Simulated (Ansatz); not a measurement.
# Direct or indirect: CuI (F-43m)

```cif
data_structure
_symmetry_space_group_name_H-M 'F-43m'
_symmetry_Int_Tables_number 216
_cell_length_a 6.0630
_cell_length_b 6.0630
_cell_length_c 6.0630
_cell_angle_alpha 90.000
_cell_angle_beta 90.000
_cell_angle_gamma 90.000
_cell_volume 222.88
loop_
_atom_site_label
_atom_site_type_symbol
_atom_site_symmetry_multiplicity
_atom_site_Wyckoff_symbol
_atom_site_fract_x
_atom_site_fract_y
_atom_site_fract_z
_atom_site_occupancy
I1 I 4 a 0.00000 0.00000 0.00000 1
Cu1 Cu 4 c 0.25000 0.25000 0.25000 1
```

Method: Ansatz, PBE, independent particles, without spin-orbit coupling, line width 0.15 eV (Gaussian). The band structure gives a fundamental gap of 1.12 eV. The spectrum of vertical transitions near the edge:

```csv
E (eV),"Im ε, E ∥ xyz"
0.66,0.00
0.78,0.00
0.90,0.01
1.02,0.07
1.14,0.30
1.26,0.60
1.38,0.80
1.50,0.91
1.62,0.98
1.74,1.04
1.86,1.10
1.98,1.17
2.10,1.25
2.22,1.36
2.34,1.51
2.46,1.74
```

(1) Is the gap direct or indirect, and about where do vertical transitions set in?

## Answers

(1) Direct: the band path has its least direct gap at the fundamental one, 1.12 eV, and the curves rise from there. Lines are broadened by 0.15 eV, which spreads the edge.

[Logs are printed without paths, hosts, clocks, repeated set-up lines and the standing remarks that a program may print on its own settings, such as how far it seeks lower states.]
